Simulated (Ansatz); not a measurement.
## Electron–phonon scattering in ZnInMo in the AlB2 type

How good a conductor is ZnInMo in the AlB2 type when only phonons scatter, and how much computing does the answer need?

Main program and level: Ansatz 0.2.0; DFT PBEsol, scalar-relativistic, plane waves, PAW; PAW set soft_1.

Most raw output is cut from this account.

The structure was built from a prototype and need not be the compound's stable phase.

## (1) The starting structure

Symmetry: P-6m2, No. 187, hexagonal system. The conventional cell has a = 3.969 Å, b = 3.969 Å, c = 4.167 Å, α = 90.00°, β = 90.00°, γ = 120.00°. Mo has 6 In at 3.10 Å and 6 Zn at 3.10 Å nearest. Nearest to In lie 3 Zn at 2.29 Å and 6 Mo at 3.10 Å. Nearest to Zn lie 3 In at 2.29 Å and 6 Mo at 3.10 Å. Farther neighbours are not listed.

## (2) Relaxing cell and atoms

The structure is brought to rest under this functional.

input.yaml

```yaml
crystal:
  lattice:
    - [3.96899, 0.0, 0.0]
    - [-1.9845, 3.43725, 0.0]
    - [0.0, 0.0, 4.16744]
  atoms:
    - { symbol: Mo, position: [0.0, 0.0, 0.0] }
    - { symbol: In, position: [0.33333333, 0.66666667, 0.5] }
    - { symbol: Zn, position: [0.66666667, 0.33333333, 0.5] }
kpoints:
  mp_grid: { grid: [9, 9, 8] }
hamiltonian:
  xc: pbesol
  pseudopotentials: { kind: paw, azcp: { folder: soft_1 }, xc_functional: pbe }
scf:
  occupations: { method: gaussian, width: 0.1 }
output:
  forces: true
  stress: true
  eigenvalues: true
relax:
  adjacent_minimum: "off"
  f_tol: 0.005
  max_steps: 80
  cell: { stress_tol: 0.05 }
```

On the command line:

```
$ ansatz run input.yaml --threads 4 --pin off --max-ram 12288MiB --backend cpu --events-out ev --progress --plain --runs-dir out
```

Wall time 34 s (4 threads of Arm Neoverse V2, shared host); peak memory 0.47 GiB; 2.1 min of CPU time.

Relaxation path:

```
step  energy less that of the first step (eV)  largest force component (eV/Å)  pressure (GPa)  volume (Å³)
   1                                   0.0000                          0.0000           -1.03        56.85
   2                                  -0.5684                          0.0000           -2.24        55.75
   3                                  -1.0444                          0.0000           -2.06        54.22
   4                                  -1.4693                          0.0000           -2.34        52.98
   5                                  -1.7717                          0.0000            0.17        51.02
   6                                  -2.0782                          0.0000            0.95        49.87
   7                                  -2.3995                          0.0000            3.01        48.49
   8                                  -2.5248                          0.0000            2.79        48.35
   9                                  -2.5287                          0.0000           -3.48        50.35
  10                                  -2.5441                          0.0000           -0.07        49.19
  11                                  -2.5441                          0.0000            0.00        49.16
 12*                                  -2.5504                          0.0000            0.31        49.16
  13                                  -2.5506                          0.0000            0.02        49.26
 14*                                  -2.5506                          0.0000            0.02        49.26
```

Relaxation steps marked * repeat the geometry before them on a plane-wave basis chosen anew for their cell, so energy and pressure can jump there.

Forces are held to the 12 operations that the run works with; a distortion that breaks them can't arise in this run.

```csv
cell as run,before,after,change
a (Å),3.969,4.508,+13.6 %
b (Å),3.969,4.508,+13.6 %
c (Å),4.167,2.800,-32.8 %
volume (Å³/atom),18.95,16.42,-13.4 %
```

Final coordinates:

```
Mo In Zn
1.0
     4.50766    0.00000    0.00000
    -2.25383    3.90375    0.00000
     0.00000    0.00000    2.79959
Mo In Zn
1 1 1
Cartesian
  0.0000 0.0000 0.0000
  0.0000 2.6025 1.3998
  2.2538 1.3013 1.3998
```

Numbers from this step:

| Property | Result |
| --- | --- |
| pressure | 0.01898 GPa |
| volume per atom | 16.42 Å³/atom |
| metallic on mesh | yes |
| gap on the k-mesh | 0 eV |

The largest force is now zero by symmetry and the largest stress component 0.028 GPa.

## (3) Relaxing cell and atoms

The cell moved far, so the relaxation is started again from the new cell to confirm it.

input.yaml, the sections that differ from step 2:

```yaml
crystal:
  lattice:
    - [4.5076615844, 3.2785e-06, 0.0]
    - [-2.2538336315, 3.9037478045, 0.0]
    - [0.0, 0.0, 2.799588088]
  atoms:
    - { symbol: Mo, position: [0.0, 0.0, 0.0] }
    - { symbol: In, position: [0.3333333333, 0.6666666667, 0.5] }
    - { symbol: Zn, position: [0.6666666667, 0.3333333333, 0.5] }
kpoints:
  mp_grid: { grid: [9, 9, 10] }
# hamiltonian, scf, output, relax: as in step 2
```

Elapsed: 10 s, on 4 threads; peak memory 0.46 GiB; 38 s of CPU time.

Little changed from the start: no atom moved by 0.005 Å and no cell edge by 0.1 %.

This step gave:

```
pressure : -0.02756 GPa
```

The largest force is now zero by symmetry and the largest stress component 0.034 GPa.

## (4) Relaxing tightly for phonons

No force is left; the cell is relaxed once more with another smearing and tight thresholds.

input.yaml, the sections that differ from step 3:

```yaml
crystal:
  lattice:
    - [4.5090422305, 3.2795e-06, 0.0]
    - [-2.2545239554, 3.9049434785, 0.0]
    - [0.0, 0.0, 2.7979327915]
  atoms:
    - { symbol: Mo, position: [0.0, 0.0, 0.0] }
    - { symbol: In, position: [0.3333333333, 0.6666666667, 0.5] }
    - { symbol: Zn, position: [0.6666666667, 0.3333333333, 0.5] }
scf:
  occupations: { method: methfessel_paxton, width: 0.2 }
relax:
  adjacent_minimum: "off"
  f_tol: 0.001
  max_steps: 60
  cell: { stress_tol: 0.01 }
# kpoints, hamiltonian, output: as in step 3
```

Elapsed: 9.6 s, on 4 threads; peak memory 0.47 GiB; 36 s of CPU time.

Little changed from the start: no atom moved by 0.005 Å and no cell edge by 0.1 %.

Numbers from this step:

| Property | Result |
| --- | --- |
| pressure | 0.001639 GPa |

The largest force is now zero by symmetry and the largest stress component 0.0030 GPa, small enough for phonons.

## (5) Lattice stability: q 2×2×2, k 4×4×6

Couplings are defined for a stable lattice alone, so phonons come first.

input.yaml

```yaml
crystal:
  lattice:
    - [4.5089077313, 3.2794e-06, 0.0]
    - [-2.2544567057, 3.9048269989, 0.0]
    - [0.0, 0.0, 2.7971227197]
  atoms:
    - { symbol: Mo, position: [0.0, 0.0, 0.0] }
    - { symbol: In, position: [0.3333333333, 0.6666666667, 0.5] }
    - { symbol: Zn, position: [0.6666666667, 0.3333333333, 0.5] }
kpoints:
  mp_grid: { grid: [4, 4, 6] }
hamiltonian:
  xc: pbesol
  pseudopotentials: { kind: paw, azcp: { folder: soft_1 }, xc_functional: pbe }
scf:
  occupations: { method: methfessel_paxton, width: 0.2 }
output:
  eigenvalues: true
phonons:
  method: dfpt
  qmesh: [2, 2, 2]
  temperatures: { t_max: 1000, t_step: 50 }
  qpath:
    path:
      - [[0.0, 0.0, 0.0], [0.5, 0.0, 0.0], [0.33333333, 0.33333333, 0.0], [0.0, 0.0, 0.0], [0.0, 0.0, 0.5], [0.5, 0.0, 0.5], [0.33333333, 0.33333333, 0.5], [0.0, 0.0, 0.5]]
      - [[0.5, 0.0, 0.5], [0.5, 0.0, 0.0]]
      - [[0.33333333, 0.33333333, 0.5], [0.33333333, 0.33333333, 0.0]]
    npoints: 10
```

Wall time 35 s (4 threads); peak memory 0.55 GiB; 2.2 min of CPU time.

This step gave:

```yaml
zero_point_energy: 0.07592 eV/cell
share_of_imaginary_modes_in_the_plain_interpolation_between_solved_wavevectors: 4.00e-4
highest_frequency_solved_or_plainly_interpolated: 228.3 cm⁻¹
debye_temperature_second_moment: 274 K
```

Solved on the 2×2×2 mesh alone; all other wavevectors are interpolated. Phonon branches along the path, in cm⁻¹:

```
    point  branch 1  branch 2  branch 3  branch 4  branch 5  branch 6  branch 7  branch 8  branch 9
        Γ         0         0         0        54       126       154       154       217       217
  halfway        12        47        56        92       124       135       144       211       223
        M        36        52        74       110       120       121       157       194       228
  halfway        52        56        74        95       120       121       166       194       226
        K        60        73        74        77       117       120       180       188       223
  halfway        23        52        57        99       123       136       139       210       224
        Γ         0         0         0        54       126       154       154       217       217
  halfway        74        74        83       102       165       172       172       214       214
        A        94        94       110       114       195       195       211       211       213
  halfway        70        85       109       138       153       182       205       214       219
        L        70        75        88       126       143       169       202       216       218
  halfway        50        92        95       124       145       160       188       220       224
        H        41        98       105       119       149       151       177       221       228
  halfway        63        88       108       141       146       177       200       217       220
        A        94        94       110       114       195       195       211       211       213
jump to L        70        75        88       126       143       169       202       216       218
  halfway        70        81        89       116       135       141       176       199       224
        M        36        52        74       110       120       121       157       194       228
jump to H        41        98       105       119       149       151       177       221       228
  halfway        63        77       103       110       111       169       177       184       226
        K        60        73        74        77       117       120       180       188       223
```

Lowest modes at the softest wavevector of the mesh. Modes at q = (0.500, 0.000, 0.000), with each element's share of the kinetic energy:

```
mode  frequency (cm⁻¹)  Mo %  In %  Zn %
   1              36.1    48    43     9
   2              52.0     4    22    74
   3              74.2     3    72    25
   4             110.4    42    14    44
   5             119.6    39    42    19
   6             120.7    94     5     1
```

Displacements in mode 1 (36.1 cm⁻¹), the largest set to 1, in the home cell:
```
Mo1 -0.58  1.00  0.00
In2 -0.50  0.87  0.00
Zn3 -0.30  0.52  0.00
```

Displacements in mode 6 (120.7 cm⁻¹), the largest set to 1, in the home cell:
```
Mo1  0.00  0.00  1.00
In2  0.00  0.00 -0.22
Zn3  0.00  0.00  0.11
```

Among the solved wavevectors the lowest mode, translations apart, is 36.1 cm⁻¹, so these are real on this k mesh.

## (6) Coupling and resistivity: q 2×2×2, k 4×4×6, scattering 8×8×12

A first run on coarse meshes.

input.yaml: that of step 5 with these lines changed.

```diff
@@ -28 +28,6 @@
     npoints: 10
+  electrical_resistivity:
+    mesh: [8, 8, 12]
+    temperatures: [20.0, 50.0, 77.0, 100.0, 150.0, 200.0, 300.0, 400.0, 600.0, 800.0]
+  superconductivity: { mesh: [8, 8, 12], eliashberg_equations: false }
+  electron_occupations: "off"
```

Elapsed: 43 s, on 4 threads; peak memory 0.56 GiB.

The run ended with an error.

The program's message: “electrical resistivity: the mode of lowest frequency at the wavevector [0.0000, 0.1250, 0.0000] is imaginary, -4.43 cm⁻¹ (written negative): every mode at the wavevectors of the force constants' own s …”

The run stops because a mode is imaginary on the scattering mesh, where no scattering rate is defined; denser k meshes, other smearings and, between solved wavevectors, finer q meshes show whether the instability is real.

## (7) Electron–phonon run: q 3×3×2, k 6×6×8, scattering 8×8×12

The next rung changes the q mesh, which sets the reach of the force constants and couplings; the k mesh of the density and its response.

input.yaml: that of step 6 with these lines changed.

```diff
@@ -10,3 +10,3 @@
 kpoints:
-  mp_grid: { grid: [4, 4, 6] }
+  mp_grid: { grid: [6, 6, 8] }
 hamiltonian:
@@ -20,3 +20,3 @@
   method: dfpt
-  qmesh: [2, 2, 2]
+  qmesh: [3, 3, 2]
   temperatures: { t_max: 1000, t_step: 50 }
@@ -31,3 +31,2 @@
     temperatures: [20.0, 50.0, 77.0, 100.0, 150.0, 200.0, 300.0, 400.0, 600.0, 800.0]
-  superconductivity: { mesh: [8, 8, 12], eliashberg_equations: false }
-  electron_occupations: "off"
+  superconductivity: { mesh: [8, 8, 12] }
```

Run time: 3.8 min. Hardware: 4 threads; peak memory 0.94 GiB; 14 min of CPU time.

This step gave:

- zero point energy: 0.07819 eV/cell
- share of imaginary modes in the plain interpolation between solved wavevectors: 0
- highest frequency, solved or plainly interpolated: 233.6 cm⁻¹
- Debye temperature (second moment): 281 K
- resistivity at 300 K: 26.37 μΩ cm, mean of the axes
- coupling constant λ: 0.3292
- density of states at the Fermi level: 0.8611 states/eV a spin and cell
- log mean phonon energy ħω_log: 11.99 meV
- transport coupling constant λ_tr: 0.3817, 0.3817, 0.4959 (xx, yy, zz)
- Drude plasma energy: 3.666, 3.666, 5.489 eV (xx, yy, zz)
- resistivity times mean free path: 18.56, 18.56, 8.008 × 10⁻¹⁶ Ω m² (xx, yy, zz)
- second-moment phonon energy ħω₂: 14.97 meV

Some points of the scattering mesh along the symmetry lines, up to three branches each (those of largest λ), at most 39 rows; the frequencies are those of the scattering step, which can differ from the solved and plainly interpolated ones; single rows converge slowly. Mode couplings:

```
   q1    q2      q3  branch  ħω (meV)     λ_q  half width (meV)
 0.25  0.25       0       2      7.15  0.0775            0.0107
 0.25  0.25       0       4     11.66   0.042            0.0154
 0.25  0.25       0       6     16.16  0.0561            0.0396
    0     0  0.3333       3     10.05   0.589             0.161
    0     0  0.3333       4     12.17   0.113            0.0455
    0     0  0.3333       5     19.91  0.0518            0.0555
0.375     0     0.5       1      7.83   0.459            0.0762
0.375     0     0.5       5     22.86  0.0598            0.0846
0.375     0     0.5       6     23.02  0.0885             0.127
  0.5     0     0.5       1      8.85   0.364            0.0773
  0.5     0     0.5       5     22.94  0.0731             0.104
  0.5     0     0.5       6      23.3  0.0955              0.14
  0.5     0       0       1      5.87    0.12            0.0112
  0.5     0       0       4     14.09  0.0287            0.0154
  0.5     0       0       6     14.79  0.0526            0.0311
```

By its own test the run is not converged in the mesh. λ = 0.329 and 26.4 μΩ cm at 300 K. The run's own test puts 38 % between its two finest meshes on the component of the resistivity at 300 K that moves most, so it is not converged. By the run's own test λ moves by 24 % between its two finest scattering meshes.

## (8) Coupling and resistivity: scattering mesh 12×12×20

The next rung changes the scattering mesh, which samples the Fermi surface.

input.yaml: that of step 7 with these lines changed.

```diff
@@ -29,4 +29,4 @@
   electrical_resistivity:
-    mesh: [8, 8, 12]
+    mesh: [12, 12, 20]
     temperatures: [20.0, 50.0, 77.0, 100.0, 150.0, 200.0, 300.0, 400.0, 600.0, 800.0]
-  superconductivity: { mesh: [8, 8, 12] }
+  superconductivity: { mesh: [12, 12, 20] }
```

Run time: 4.5 min. Hardware: 4 threads; peak memory 1.2 GiB; 17 min of CPU time.

Numbers from this step:

```yaml
resistivity_at_300_k: 24.73 μΩ cm, mean of the axes
coupling_constant_lambda: 0.3185
density_of_states_at_the_fermi_level: 0.8594 states/eV a spin and cell
log_mean_phonon_energy_omega_log: 12.1 meV
transport_coupling_constant_lambda_tr: 0.3739, 0.3739, 0.4416 (xx, yy, zz)
drude_plasma_energy: 3.726, 3.726, 5.394 eV (xx, yy, zz)
resistivity_times_mean_free_path: 17.6, 17.6, 8.25 × 10⁻¹⁶ Ω m² (xx, yy, zz)
second_moment_phonon_energy_omega: 15.08 meV
```

The Eliashberg function α²F has structure finer than the step of the table below, so its rows give means over 1 meV, whole bins alone (the curve runs from 0.113 to 28.8 meV). Peaks (meV: height): α²F 8.0: 0.255, 13.7: 0.146, 22.1: 0.229, 24.3: 0.187, 27.9: 0.163; α²F tr 8.0: 0.364, 13.5: 0.162, 16.2: 0.150, 22.1: 0.179, 24.3: 0.129, 27.9: 0.203.

Table of Eliashberg function α²F by phonon energy; means over each step:

| phonon energy (meV) | α²F | α²F tr |
| --- | --- | --- |
| 1 | 1.6e-5 | 0 |
| 2 | 4.6e-4 | 7.5e-5 |
| 3 | 0.00131 | 3.8e-4 |
| 4 | 0.00266 | 0.00118 |
| 5 | 0.00504 | 0.00426 |
| 6 | 0.0227 | 0.0380 |
| 7 | 0.175 | 0.227 |
| 8 | 0.213 | 0.303 |
| 9 | 0.0651 | 0.0846 |
| 10 | 0.0576 | 0.0735 |
| 11 | 0.0649 | 0.0827 |
| 12 | 0.0924 | 0.126 |
| 13 | 0.105 | 0.134 |
| 14 | 0.0754 | 0.0929 |
| 15 | 0.0628 | 0.0844 |
| 16 | 0.0856 | 0.132 |
| 17 | 0.0814 | 0.113 |
| 18 | 0.0809 | 0.0919 |
| 19 | 0.0694 | 0.0906 |
| 20 | 0.0977 | 0.121 |
| 21 | 0.151 | 0.151 |
| 22 | 0.193 | 0.157 |
| 23 | 0.0984 | 0.0793 |
| 24 | 0.0775 | 0.0647 |
| 25 | 0.0497 | 0.0600 |
| 26 | 0.0498 | 0.0668 |
| 27 | 0.0693 | 0.0622 |
| 28 | 0.107 | 0.123 |

By its own test the run is not converged in the mesh. λ = 0.319 and 24.7 μΩ cm at 300 K, against 0.329 and 26.4 in the run with q 3×3×2, k 6×6×8, scattering 8×8×12 (-3.3 % and -6.2 %). The run's own test puts 9 % between its two finest meshes on the component of the resistivity at 300 K that moves most, more than that change.

(Continued in part 2 of 2.)

[Logs are printed without paths, hosts, clocks, repeated set-up lines and the standing remarks that a program may print on its own settings, such as how far it seeks lower states.]

[Hosts, paths, dates, database ids (printed as entryN), source tags and the programs' standing remarks are cut or masked in the printed files.]
